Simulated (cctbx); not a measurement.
**Which space group?**

Cell: a = 3.5660 Å, b = 3.7160 Å, c = 15.2620 Å, α = 90.00°, β = 90.00°, γ = 90.00°. Expected content of the cell: W2 Ga8 Cu4.

The data are simulated with cctbx, not measured: Mo Kα, λ = 0.71073 Å, to d = 0.75 Å, 95 % of the full sphere, strongest reflection 40000 counts, noise from counting, a 6 % proportional error and a noise floor of 4 counts (s.d.); no absorption.

A first pass over the reflections prints:

```text
1884 reflections to d = 0.750 A
centring   violations  <I/sigma> of those
    A        449 of   926      7.1
    B        432 of   924      6.9
    C        451 of   920      7.0
    I          0 of   942     -0.0
    R        602 of  1264      6.8
    F        666 of  1385      7.0
Laue class    unique    Rint  (classes that these axes allow; Friedel mates merged)
I 1 2/m 1         287   0.042
I 1 1 2/m         263   0.043
I 2/m 1 1         288   0.043
I m m m           171   0.045
space group    extra absences  I>4sigma  <I/sigma>
I 2 2 2                 0          0         -  acentric
I 21 21 21              0          0         -  acentric
I m m 2                 0          0         -  acentric
I 2 m m                 0          0         -  acentric
I m 2 m                 0          0         -  acentric
I m m m                 0          0         -  centric
Wilson B = 0.44 A^2   <|E^2-1|> = 0.768 (0.968 centric, 0.736 acentric)   E^2>4: 0.0 %
shell (A)         n   <I/sigma>
 7.63 - 1.50     31     25.0
 1.50 - 1.19     16     28.7
 1.19 - 1.04     26     30.9
 1.04 - 0.94     19     33.4
 0.94 - 0.88     17     30.3
 0.88 - 0.83     26     27.6
 0.83 - 0.78     19     28.0
 0.78 - 0.75     17     27.1
```

Q: Read the symmetry from these tables.

The reflections that I centring forbids are absent (⟨I/σ⟩ near 0), so the lattice is I.

Rint stays low (0.042 to 0.045) up to I m m m, the highest class in these axes.

6 settings pass the absence test. No glide or screw absences show, which leaves I 2 2 2, I 21 21 21, I m m 2, I 2 m m, I m 2 m and I m m m.

⟨|E²−1|⟩ = 0.768 leans to a non-centrosymmetric structure. Here that hint misleads: the statistic assumes many like atoms on general positions, and few, heavy or special-position atoms break it. The Wilson B of 0.44 Å² means U ≈ 0.0056 Å².

The true group is Immm (no. 71), Laue class mmm, centrosymmetric. The tables only narrow the choice to the tied entries; cell content, site symmetry and trial solutions must settle it.

The model is made up (kin elements in a known structure type, no relaxation), so it says nothing on whether the phase exists.

[Logs are printed without paths, hosts, clocks, repeated set-up lines and the standing remarks that a program may print on its own settings, such as how far it seeks lower states.]
